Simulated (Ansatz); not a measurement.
# Cl on Mo(100): change of the work function, part 3 of 4

How does Cl on the hollow site change the work function of Mo(100) as the layer fills?

Ansatz 0.2.0; plane-wave DFT, PBE, Ansatz PAW.

So far, work function, upper face (eV): step 2 (the clean slab) 3.83; step 3 (37 atoms, coverage 0.111 ML, cell 3x3) 3.90.

**4. The covered slab, k-mesh 6×6×1, coverage 0.25 ML**

System of this step: Cl/Mo(100). The cell holds 17 atoms: 16 Mo and 1 Cl. Cell: a = 6.300 Å, b = 6.300 Å, c = 24.010 Å, α = 90.0°, β = 90.0°, γ = 90.0°. Vacuum lies along c.

Another coverage, to see how the dipoles act on each other as their distance changes.

input.yaml reads:

```yaml
crystal:
  lattice:
    - [6.3, 0.0, 0.0]
    - [0.0, 6.3, 0.0]
    - [0.0, 0.0, 24.0100287647]
  atoms:
    - { symbol: Mo, position: [0.25, 0.25, 0.374843366] }
    - { symbol: Mo, position: [0.0, 0.0, 0.4404409551] }
    - { symbol: Mo, position: [0.25, 0.25, 0.5088278717] }
    - { symbol: Mo, position: [0.0, 0.0, 0.5663815071] }
    - { symbol: Mo, position: [0.25, 0.75, 0.374843366] }
    - { symbol: Mo, position: [0.0, 0.5, 0.4404409551] }
    - { symbol: Mo, position: [0.25, 0.75, 0.5088278717] }
    - { symbol: Mo, position: [0.0, 0.5, 0.5663815071] }
    - { symbol: Mo, position: [0.75, 0.25, 0.374843366] }
    - { symbol: Mo, position: [0.5, 0.0, 0.4404409551] }
    - { symbol: Mo, position: [0.75, 0.25, 0.5088278717] }
    - { symbol: Mo, position: [0.5, 0.0, 0.5663815071] }
    - { symbol: Mo, position: [0.75, 0.75, 0.374843366] }
    - { symbol: Mo, position: [0.5, 0.5, 0.4404409551] }
    - { symbol: Mo, position: [0.75, 0.75, 0.5088278717] }
    - { symbol: Mo, position: [0.5, 0.5, 0.5663815071] }
    - { symbol: Cl, position: [0.25, 0.25, 0.625156634] }
kpoints:
  mp_grid: { grid: [6, 6, 1] }
hamiltonian:
  xc: pbe
scf:
  occupations: { method: fermi_dirac, width: 0.1 }
  convergence: { dr2_threshold: 1.0e-08 }
efield:
  axis: 3
  dipole_correction: true
  ramp_position: 0.97
  ramp_width: 0.06
relax:
  f_tol: 0.02
  max_steps: 60
  constraints: [{ sites: [0, 1, 4, 5, 8, 9, 12, 13] }]
output:
  dos: { projected: true, e_range: [-8, 4] }
  write_potential: true
  write_density: true
  volumetric_format: npy
  elf: true
```

On the command line:

```sh
$ ansatz run input.yaml --threads 4 --pin off --max-ram 16384MiB --backend cpu --events-out ev --progress --plain --runs-dir out
```

Numbers of over 12 decimals in the logs are rounded to 6 here.

Output:

```text
[...]
Crystal: 17 atoms, lattice volume = 952.958 Å³
Basis set: ecut = 420 eV, 18637 PW (Γ), exchange–correlation on 90×90×324 points (8 copies of the dense FFT grid, shifted against one another)
Bands: 139, of which v1, the nominal top of the filled ones, is band 116 counted from 1 (115 counted from 0)
Symmetry: 8 space group operations
[...]
k-points: 10 of 36
[...]
SCF iter   1: F=—  HF=-80362.252941 eV  |F-HF|=—  |Δ(HF+E_count)|=         —  Δρ=8.32e-3  dr2=1.99e0  ethr=1.77e-3  p=0.042 e·Å  D=7.96e-3 V/Å  ΔV_dip=-0.19 eV  dr2_dipole=9.25e-2  V_vac-E_F(+/−)=3.90/4.09 eV  ⟨swp⟩=8.7  Hψ=6756  notcnv=0
[...]
SCF iter  11: F=-80362.109455 eV  HF=-80362.109455 eV  |F-HF|=6.68e-9  |Δ(HF+E_count)|=   3.00e-8  Δρ=4.69e-7  dr2=3.11e-9  ethr=4.33e-12  p=-0.002 e·Å  D=-3.75e-4 V/Å  ΔV_dip=0.01 eV  dr2_dipole=6.94e-13  V_vac-E_F(+/−)=3.86/3.85 eV  ⟨swp⟩=11.4  Hψ=10268  notcnv=0
SCF 1 converged in 11 iterations: F = -80362.109455 eV  dr2 = 3.11e-9
[...]
relax step   1: F+E_penalty+E_count = -80362.10945549 eV  Δ(F+E_penalty+E_count) = +0.000e0 eV  max|allowed force component| = 9.922e-1 eV/Å  Δτ_max = 0.0000 Å  (11 SCF iters, accepted)
[...]
SCF iter  10: F=-80362.366191 eV  HF=-80362.366191 eV  |F-HF|=8.53e-9  |Δ(HF+E_count)|=   2.30e-8  Δρ=4.36e-7  dr2=2.87e-9  ethr=4.33e-12  p=-0.047 e·Å  D=-8.89e-3 V/Å  ΔV_dip=0.21 eV  dr2_dipole=4.65e-11  V_vac-E_F(+/−)=4.08/3.87 eV  ⟨swp⟩=11.5  Hψ=10354  notcnv=0
SCF 2 converged in 10 iterations: F = -80362.366191 eV  dr2 = 2.87e-9
relax step   2: F+E_penalty+E_count = -80362.36619107 eV  Δ(F+E_penalty+E_count) = -2.567e-1 eV  max|allowed force component| = 4.401e-1 eV/Å  Δτ_max = 0.1825 Å  (10 SCF iters, accepted)
[...]
SCF iter  10: F=-80362.469483 eV  HF=-80362.469482 eV  |F-HF|=7.13e-9  |Δ(HF+E_count)|=   4.70e-8  Δρ=4.79e-7  dr2=3.20e-9  ethr=4.33e-12  p=-0.078 e·Å  D=-1.48e-2 V/Å  ΔV_dip=0.35 eV  dr2_dipole=2.76e-10  V_vac-E_F(+/−)=4.23/3.88 eV  ⟨swp⟩=12.0  Hψ=10562  notcnv=0
SCF 3 converged in 10 iterations: F = -80362.469483 eV  dr2 = 3.20e-9
[...]
relax step   3: F+E_penalty+E_count = -80362.46948251 eV  Δ(F+E_penalty+E_count) = -1.033e-1 eV  max|allowed force component| = 9.150e-1 eV/Å  Δτ_max = 0.1953 Å  (10 SCF iters, accepted)
[...]
relax step   4: F+E_penalty+E_count = -80362.49639447 eV  Δ(F+E_penalty+E_count) = -2.691e-2 eV  max|allowed force component| = 1.167e-1 eV/Å  Δτ_max = 0.0523 Å  (9 SCF iters, accepted)
[...]
relax step   5: F+E_penalty+E_count = -80362.49902392 eV  Δ(F+E_penalty+E_count) = -2.629e-3 eV  max|allowed force component| = 3.959e-2 eV/Å  Δτ_max = 0.0083 Å  (8 SCF iters, accepted)
SCF iter   1: F=—  HF=-80362.499474 eV  |F-HF|=—  |Δ(HF+E_count)|=         —  Δρ=3.89e-4  dr2=3.70e-3  ethr=2.32e-5  p=-0.072 e·Å  D=-1.37e-2 V/Å  ΔV_dip=0.33 eV  dr2_dipole=3.67e-4  V_vac-E_F(+/−)=4.20/3.87 eV  ⟨swp⟩=2.0  Hψ=2187  notcnv=0
[...]
SCF iter   7: F=-80362.499441 eV  HF=-80362.499441 eV  |F-HF|=1.19e-8  |Δ(HF+E_count)|=   5.45e-8  Δρ=5.26e-7  dr2=7.16e-9  ethr=4.33e-12  p=-0.071 e·Å  D=-1.34e-2 V/Å  ΔV_dip=0.32 eV  dr2_dipole=1.09e-9  V_vac-E_F(+/−)=4.20/3.88 eV  ⟨swp⟩=9.4  Hψ=10856  notcnv=0
SCF 6 converged in 7 iterations: F = -80362.499441 eV  dr2 = 7.16e-9
relax step   6: F+E_penalty+E_count = -80362.49944106 eV  Δ(F+E_penalty+E_count) = -4.171e-4 eV  max|allowed force component| = 3.919e-3 eV/Å  Δτ_max = 0.0061 Å  (7 SCF iters, accepted)
[...]
WARN: The input density's exchange-correlation potential varies sharply where the density is thin. Do not read a vacuum level from v_tot or v_xc, or from such a field of the output density. On a cell that repeats whose density bears no net charge and no dipole along the vacuum's axis use v_es (v_loc + v_h of the components); under efield.dipole_correction with no amplitude use v_es + v_field, which holds any external [...]
SCF converged after 7 iterations
Free energy (F): -80362.499441 eV
[...]
Internal energy: -80361.904862 eV  (E = F + TS)
E sigma→0 (E₀):  -80362.202151 eV
Entropy (-TS):   -0.594580 eV (-34.975 meV/atom)
Fermi energy:    2.811112 eV
Dipole field:    D = -0.013421 V/Å  (p = -0.070679 e·Å, saw-weighted, corrected)
Work function:   Φ+ = 4.1989 eV   Φ− = 3.8767 eV
[...]
--- Forces (eV/Å), atoms counted from 1 ---
  atom   1  Mo     0.00000000     0.00000000     1.46601976
  atom   2  Mo    -0.29974258    -0.29974258    -1.59963573
  atom   3  Mo     0.00000000    -0.00000000     0.00310493
  atom   4  Mo    -0.00391914    -0.00391914    -0.00382060
  atom   5  Mo     0.00000000    -0.00000000     1.55800970
  atom   6  Mo    -0.29974258     0.29974258    -1.59963573
  atom   7  Mo     0.00000000     0.00000000     0.00172777
  atom   8  Mo    -0.00391914     0.00391914    -0.00382060
  atom   9  Mo     0.00000000    -0.00000000     1.55800970
  atom  10  Mo     0.29974258    -0.29974258    -1.59963573
  atom  11  Mo    -0.00000000    -0.00000000     0.00172777
  atom  12  Mo     0.00391914    -0.00391914    -0.00382060
  atom  13  Mo     0.00000000    -0.00000000     1.82751447
  atom  14  Mo     0.29974258     0.29974258    -1.59963573
  atom  15  Mo     0.00000000     0.00000000     0.00058547
  atom  16  Mo     0.00391914     0.00391914    -0.00382060
  atom  17  Cl    -0.00000000     0.00000000    -0.00287101
  max |Σ_I F_I| component: 3.27e-6 eV/Å
--- Band table (eV; the first three rows and the last of 10) ---
  k-point 0: bands = [... 112 lower, 2.5438, 2.7256, 2.9064, 3.3672, 3.5001, 3.5722, 3.5722, 3.5766, ... 19 higher]
  k-point 1: bands = [... 112 lower, 2.6945, 2.7853, 2.9391, 3.0209, 3.2557, 3.3134, 3.3815, 3.4853, ... 19 higher]
  k-point 2: bands = [... 112 lower, 2.6852, 2.7051, 2.7700, 2.8234, 2.9948, 3.2213, 3.2789, 3.3119, ... 19 higher]
  k-point 9: bands = [... 112 lower, 2.4487, 2.5183, 2.5183, 2.6448, 2.6492, 2.6604, 2.6604, 3.0970, ... 19 higher]
--- Relaxed structure (6 steps of the walk, 6 accepted, 0 SCFs on fresh bases) ---
  F+E_penalty+E_count = -80362.49944106 eV   max|allowed force component| = 3.919e-3 eV/Å
  atoms:
    - { symbol: Mo, position: [0.250000, 0.250000, 0.374843] }
    - { symbol: Mo, position: [0.0, 0.0, 0.4404409551] }
    - { symbol: Mo, position: [0.250000, 0.250000, 0.502990] }
    - { symbol: Mo, position: [0.018033, 0.018033, 0.567587] }
    - { symbol: Mo, position: [0.250000, 0.750000, 0.374843] }
    - { symbol: Mo, position: [0.0, 0.500000, 0.4404409551] }
    - { symbol: Mo, position: [0.250000, 0.750000, 0.508260] }
    - { symbol: Mo, position: [0.018033, 0.481967, 0.567587] }
    - { symbol: Mo, position: [0.750000, 0.250000, 0.374843] }
    - { symbol: Mo, position: [0.500000, 0.0, 0.4404409551] }
    - { symbol: Mo, position: [0.750000, 0.250000, 0.508260] }
    - { symbol: Mo, position: [0.481967, 0.018033, 0.567587] }
    - { symbol: Mo, position: [0.750000, 0.750000, 0.374843] }
    - { symbol: Mo, position: [0.500000, 0.500000, 0.4404409551] }
    - { symbol: Mo, position: [0.750000, 0.750000, 0.511018] }
    - { symbol: Mo, position: [0.481967, 0.481967, 0.567587] }
    - { symbol: Cl, position: [0.250000, 0.250000, 0.639751] }
```

The job ended after 4.2 min (4 threads of Arm Neoverse V1, shared host; peak memory 3.3 GiB; 17 min of CPU time).

Step by step:

| step | energy less that of the first step (eV) | largest force component (eV/Å) |
| --- | --- | --- |
| 1 | 0.0000 | 0.9922 |
| 2 | -0.2567 | 0.4401 |
| 3 | -0.3600 | 0.9150 |
| 4 | -0.3869 | 0.1167 |
| 5 | -0.3896 | 0.0396 |
| 6 | -0.3900 | 0.0039 |

The run keeps the 8 symmetry operations that it works with, so distortions that break them were not tested.

The atoms that moved most (Å):

| atom | dx | dy | dz | length |
| --- | --- | --- | --- | --- |
| Cl17 | 0.000 | 0.000 | 0.350 | 0.350 |
| Mo4 | 0.114 | 0.114 | 0.029 | 0.163 |
| Mo12 | -0.114 | 0.114 | 0.029 | 0.163 |
| Mo8 | 0.114 | -0.114 | 0.029 | 0.163 |
| Mo16 | -0.114 | -0.114 | 0.029 | 0.163 |
| Mo3 | 0.000 | 0.000 | -0.140 | 0.140 |
| Mo15 | 0.000 | 0.000 | 0.053 | 0.053 |
| Mo11 | 0.000 | 0.000 | -0.014 | 0.014 |

Final coordinates:

```xyz
17
Lattice="6.3000 0.0000 0.0000 0.0000 6.3000 0.0000 0.0000 0.0000 24.0100" Properties=species:S:1:pos:R:3
Mo    1.5750    1.5750    9.0000
Mo    0.0000    0.0000   10.5750
Mo    1.5750    1.5750   12.0768
Mo    0.1136    0.1136   13.6278
Mo    1.5750    4.7250    9.0000
Mo    0.0000    3.1500   10.5750
Mo    1.5750    4.7250   12.2033
Mo    0.1136    3.0364   13.6278
Mo    4.7250    1.5750    9.0000
Mo    3.1500    0.0000   10.5750
Mo    4.7250    1.5750   12.2033
Mo    3.0364    0.1136   13.6278
Mo    4.7250    4.7250    9.0000
Mo    3.1500    3.1500   10.5750
Mo    4.7250    4.7250   12.2695
Mo    3.0364    3.0364   13.6278
Cl    1.5750    1.5750   15.3604
```

This step gave:

```
energy at zero smearing        : -80362.2022 eV
work function, upper face      : 4.199 eV
work function, lower face      : 3.877 eV
dipole along the normal        : -0.07068 e·Å
step between the vacuum levels : 0.3222 eV
```

The density of states has structure finer than the step of the table below, so its rows give means over 0.5 eV, whole bins alone (the curve runs from -8 to 1.8 eV). Peaks (eV: height): -5.68: 47.9, -2.98: 43.7, -2.86: 43.6, -0.63: 42.8, -0.45: 45.9, 1.53: 40.1, 1.68: 45.3.

Density of states against energy, zero at the Fermi level; means over each step:

| energy (eV) | density of states (states/eV a cell) |
| --- | --- |
| -7.0 | 0 |
| -6.5 | 0.00951 |
| -6.0 | 4.05 |
| -5.5 | 8.03 |
| -5.0 | 2.53 |
| -4.5 | 8.79 |
| -4.0 | 15.9 |
| -3.5 | 15.5 |
| -3.0 | 27.4 |
| -2.5 | 22.3 |
| -2.0 | 19.7 |
| -1.5 | 16.8 |
| -1.0 | 17.7 |
| -0.5 | 29.1 |
| 0.0 | 18.9 |
| 0.5 | 15.5 |
| 1.0 | 16.6 |
| 1.5 | 28.2 |

Projected DOS per atom over height of the atomic layer and energy from the Fermi level. Layers: Mo4 Mo4 Mo4 Mo4 Cl from below.

Ten even steps from '0' (0.0 states/eV) to '9' (6.9 states/eV), each cell a mean:
```
32220
21110
21010
10010
41120
31130
11120
11110
11110
12210
13210
12110
01200
01100
00000
00000
00009
00003
00000
00000
00000
00000
```
Columns: height of the atomic layer (Å) from 9 to 15.4 (not evenly spaced); rows upwards: energy from the Fermi level (eV) from -7.96 to 1.75.

ELF in the ca plane at fractional y = 0.250, with atoms of Mo and Cl within 0.2 Å of it. It is the smooth field of the valence electrons, not physical close to the nuclei.

Ten even steps from '0' (0.00) to '9' (0.89), each cell a mean:
```
01122222344444322344433211000000000000000000
00111233334443233334543210000000000000000000
00001577743432577633454310000000000000000000
00001675752332665741344321000000000000000000
00001675752332675741344321000000000000000000
00001477743442577633454310000000000000000000
00111233334443223234543210000000000000000000
01122222344444322344432211000000000000000000
01223333444444433454332234321000000000000000
01111222234443211244323688764100000000000000
00011366533542455434225999986310000000000000
00001687752423777722237978998520000000000000
00002674752323755721138845998520000000000000
00001687752433777722237978998520000000000000
00011356533542455434325899986310000000000000
01112222234443211344323678763100000000000000
01223333444444433454332234321000000000000000
```
Columns run along c (16.0 Å, from fractional 0.27 to 0.94 of the cell), rows up along a (6.3 Å). Atoms in or near the plane, at fractional coordinates: Mo at (0.37, 0.25), Mo at (0.50, 0.25), Mo at (0.37, 0.75), Mo at (0.51, 0.75), Cl at (0.64, 0.25).

Electrostatic potential energy in the ca plane at fractional y = 0.250, with atoms of Mo and Cl within 0.2 Å of it. With pseudopotentials it is smooth inside the atoms' cores, unlike the true potential.

Ten even steps from '0' (-65 eV) to '9' (7 eV), each cell a mean:
```
99999999999999999999999999999999999999999999
99999876789999866789999999999999999999999999
99998621268998521379999999999999999999999999
99998400048997200058999999999999999999999999
99998400048997200058999999999999999999999999
99998621268998521379999999999999999999999999
99999876789999876789999999999999999999999999
99999999999999999999999999999999999999999999
99999999999999999999999999999999999999999999
99999988899999888899999999999999999999999999
99999753579998644689999766899999999999999999
99998510148996200279998422589999999999999999
99997300038996100169997311489999999999999999
99998510158996200279998422589999999999999999
99999753579998644689999766899999999999999999
99999988899999888899999999999999999999999999
99999999999999999999999999999999999999999999
```
Columns run along c (16.0 Å, from fractional 0.27 to 0.94 of the cell; values clipped at the 3rd and 97th percentile), rows up along a (6.3 Å). Atoms in or near the plane, at fractional coordinates: Mo at (0.37, 0.25), Mo at (0.50, 0.25), Mo at (0.37, 0.75), Mo at (0.51, 0.75), Cl at (0.64, 0.25).

Valence density in the ca plane at fractional y = 0.250, with atoms of Mo and Cl within 0.2 Å of it. It is the smooth field of the valence electrons, not physical close to the nuclei.

Ten steps, logarithmic in the rise over the least value, from '0' (0.0 e/Å³) to '9' (6.5 e/Å³), each cell a mean:
```
00001233333333333333332110000000000000000000
00012356543333455543321100000000000000000000
00013689864334689853221100000000000000000000
00013799974334899963221100000000000000000000
00013799974334899963221100000000000000000000
00013589864334688853221100000000000000000000
00012355543333455543322100000000000000000000
00001233333333333333332110000000000000000000
00001223333333333333332221100000000000000000
00011234433333444443333344310000000000000000
00012477754334677643334566531000000000000000
00013699974335899853335666642000000000000000
00013799974336999853235655752100000000000000
00013699974335899853335666642000000000000000
00012477753334677643334566531000000000000000
00011234433333444443333343310000000000000000
00001223333333333333332221100000000000000000
```
Columns run along c (16.0 Å, from fractional 0.27 to 0.94 of the cell), rows up along a (6.3 Å). Atoms in or near the plane, at fractional coordinates: Mo at (0.37, 0.25), Mo at (0.50, 0.25), Mo at (0.37, 0.75), Mo at (0.51, 0.75), Cl at (0.64, 0.25).

The relaxation took 6 steps and lowered the energy by 0.39 eV; the largest force on the free atoms ends at 0.0039 eV/Å.

By hand: a sheet of dipoles makes a step −p/(ε₀A) in the electron's potential. With e/ε₀ = 180.95 V·Å, p = -0.07068 e·Å and A = 39.69 Å², that is −180.95 × (-0.07068) / 39.69 = +0.322 eV, and the two vacuum levels of the run differ by +0.322 eV.

The covered face has 4.20 eV, +0.37 eV against the clean one; the bare back face has moved by +0.02 eV, a measure of how thin the slab is.

**5. The covered slab, k-mesh 6×6×1, coverage 0.5 ML**

System of this step: Cl/Mo(100). The cell holds 18 atoms: 16 Mo and 2 Cl. Its edges and angles: a = 6.300 Å, b = 6.300 Å, c = 24.010 Å, α = 90.0°, β = 90.0°, γ = 90.0°. Vacuum lies along c.

Another coverage, to see how the dipoles act on each other as their distance changes.

Edit input.yaml of step 4 so:

```diff
@@ -23,2 +23,3 @@
     - { symbol: Cl, position: [0.25, 0.25, 0.625156634] }
+    - { symbol: Cl, position: [0.75, 0.75, 0.625156634] }
 kpoints:
```

Output:

```text
[...]
Crystal: 18 atoms, lattice volume = 952.958 Å³
Basis set: ecut = 420 eV, 18637 PW (Γ), exchange–correlation on 90×90×324 points (8 copies of the dense FFT grid, shifted against one another)
Bands: 143, of which v1, the nominal top of the filled ones, is band 119 counted from 1 (118 counted from 0)
Symmetry: 16 space group operations
[...]
- { symbol: Mo, position: [0.750000, 0.750000, 0.374843] }
    - { symbol: Mo, position: [0.500000, 0.500000, 0.4404409551] }
    - { symbol: Mo, position: [0.750000, 0.750000, 0.506038] }
    - { symbol: Mo, position: [0.500000, 0.500000, 0.567699] }
    - { symbol: Cl, position: [0.250000, 0.250000, 0.638751] }
    - { symbol: Cl, position: [0.750000, 0.750000, 0.638751] }
[key lines of the parts left out:]
SCF converged after 6 iterations
Free energy (F): -81444.493571 eV
Fermi energy:    2.885097 eV
Dipole field:    D = -0.031744 V/Å  (p = -0.167174 e·Å, saw-weighted, corrected)
Work function:   Φ+ = 4.6318 eV   Φ− = 3.8697 eV
```

It took 3.9 min on 4 threads; peak memory 3.3 GiB.

This run has no spin polarisation, although Mo can carry a moment.

The steps of the relaxation:

| step | energy less that of the first step (eV) | largest force component (eV/Å) |
| --- | --- | --- |
| 1 | 0.0000 | 1.3582 |
| 2 | -0.4284 | 0.9088 |
| 3 | -0.5357 | 0.2458 |
| 4 | -0.5460 | 0.0431 |
| 5 | -0.5464 | 0.0063 |

Forces are held to the 16 operations that the run works with; a distortion that breaks them can't arise in this run.

The atoms that moved most (Å):

| atom | dx | dy | dz | length |
| --- | --- | --- | --- | --- |
| Cl18 | 0.000 | 0.000 | 0.326 | 0.326 |
| Cl17 | 0.000 | 0.000 | 0.326 | 0.326 |
| Mo3 | 0.000 | 0.000 | -0.067 | 0.067 |
| Mo15 | 0.000 | 0.000 | -0.067 | 0.067 |
| Mo12 | 0.000 | 0.000 | 0.032 | 0.032 |
| Mo16 | 0.000 | 0.000 | 0.032 | 0.032 |
| Mo8 | 0.000 | 0.000 | 0.032 | 0.032 |
| Mo4 | 0.000 | 0.000 | 0.032 | 0.032 |

The relaxed structure:

```
Mo Cl
1.0
     6.30000    0.00000    0.00000
     0.00000    6.30000    0.00000
     0.00000    0.00000   24.01003
Mo Cl
16 2
Direct
  0.25000 0.25000 0.37484
  0.00000 0.00000 0.44044
  0.25000 0.25000 0.50604
  0.00000 0.00000 0.56770
  0.25000 0.75000 0.37484
  0.00000 0.50000 0.44044
  0.25000 0.75000 0.50830
  0.00000 0.50000 0.56770
  0.75000 0.25000 0.37484
  0.50000 0.00000 0.44044
  0.75000 0.25000 0.50830
  0.50000 0.00000 0.56770
  0.75000 0.75000 0.37484
  0.50000 0.50000 0.44044
  0.75000 0.75000 0.50604
  0.50000 0.50000 0.56770
  0.25000 0.25000 0.63875
  0.75000 0.75000 0.63875
```

[end of part 3 of 4]

[Logs are printed without paths, hosts, clocks, repeated set-up lines and the standing remarks that a program may print on its own settings, such as how far it seeks lower states.]

[Hosts, paths, dates, database ids (printed as entryN), source tags and the programs' standing remarks are cut or masked in the printed files.]

[Maps of the electrostatic potential energy from Ansatz leave out the sawtooth potential of an applied field or a dipole correction, so their vacuum need not be flat; planar profiles and work functions include it.]

[The density of states shown here was stored with 400 of the rows of the run's finer table, so its peaks can read low, often by over a quarter, or be missed, and its means over a window can be off by a tenth or more.]
